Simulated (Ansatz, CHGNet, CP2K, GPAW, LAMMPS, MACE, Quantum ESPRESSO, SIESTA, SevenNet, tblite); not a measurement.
**Other levels on glassy 67SiO2-13Li2O-10Na2O-10SrO (mol %) (113 atoms)**

Density of this cell: 2.68 g/cm³. The cell holds 113 atoms: 26 Si, 10 Li, 8 Na, 4 Sr and 65 O. Cell: a = 11.372 Å, b = 11.372 Å, c = 11.372 Å, α = 90.0°, β = 90.0°, γ = 90.0°. 113 atoms (26 Si, 10 Li, 8 Na, 4 Sr, 65 O) placed at random at 2.59 g/cm³, melted at 4000 K for 10 ps at fixed volume with the Morse and Coulomb pair potential with partial charges (Pedone, Malavasi, Menziani, Cormack and Segre, J. Phys. Chem. B 110, 11780 (2006)). Quenched from 4000 K to 300 K at 25 K/ps and fixed volume, held 10 ps at zero pressure.

Geometry: as built.

The reference, a calculation:

- method: Kohn-Sham DFT, PBE, SSSP efficiency 1.3.0 pseudopotentials, plane waves (Quantum ESPRESSO 7.5); sssp-pbe-1.3.0-efficiency, cutoffs 60/480 Ry, Γ point
- r.m.s. force component: 1.332 eV/Å
- longest force: 6.059 eV/Å
- pressure: 4.056 GPa
- gap (highest filled to lowest empty level): 2.883 eV
- time: 4.8 min on 4 MPI ranks of Arm Neoverse V2, shared host
- CPU time: 19 min

Runs, in no order:
A. CP2K PBE, DZVP-MOLOPT-SR, 800/50 Ry, diagonalisation: Kohn-Sham DFT, PBE, GTH-PBE pseudopotentials, Gaussian and plane waves, DZVP-MOLOPT-SR-GTH, diagonalisation
B. SIESTA PBE, SZ, shift 0.02 Ry, mesh 500 Ry: Kohn-Sham DFT, PBE, PseudoDojo 0.4.1 norm-conserving pseudopotentials (converted to PSML), numerical atomic orbitals (SZ), diagonalisation
C. tblite IPEA1-xTB: IPEA1-xTB tight binding, diagonalisation
D. SIESTA PBE, DZP, shift 0.04 Ry, mesh 500 Ry: Kohn-Sham DFT, PBE, PseudoDojo 0.4.1 norm-conserving pseudopotentials (converted to PSML), numerical atomic orbitals (DZP), diagonalisation
E. MACE MP-0b3 medium potential: machine-learned interatomic potential MACE MP-0b3 medium, trained on PBE(+U) plane-wave data

**Question.** Rank the runs by how far their forces lie from the reference's, least first.

E, A, D, C, B.

| run | Δ force, r.m.s. (meV/Å) | share of r.m.s. force (%) | CPU time |
| --- | --- | --- | --- |
| E. MACE MP-0b3 medium potential | 79.4 | 5.96 | 8.1 s |
| A. CP2K PBE, DZVP-MOLOPT-SR, 800/50 Ry, diagonalisation | 150 | 11.2 | 7.2 min |
| D. SIESTA PBE, DZP, shift 0.04 Ry, mesh 500 Ry | 303 | 22.7 | 3.9 min |
| C. tblite IPEA1-xTB | 630 | 47.3 | 8.3 s |
| B. SIESTA PBE, SZ, shift 0.02 Ry, mesh 500 Ry | 954 | 71.6 | 2.3 min |

Periodic xTB results under one method name differ between programs and library versions. Machine-learned potentials mimic data converged in k, so the reference's own k-point error enters their differences. The network of bonds at the start is that of the classical potential that made the cell, and needn't be the one that DFT or experiment would give. The electronic-structure runs sample only Γ, in a cell whose shortest periodic width is 11 Å.

[Hosts, paths, dates, database ids (printed as entryN), source tags and the programs' standing remarks are cut or masked in the printed files.]
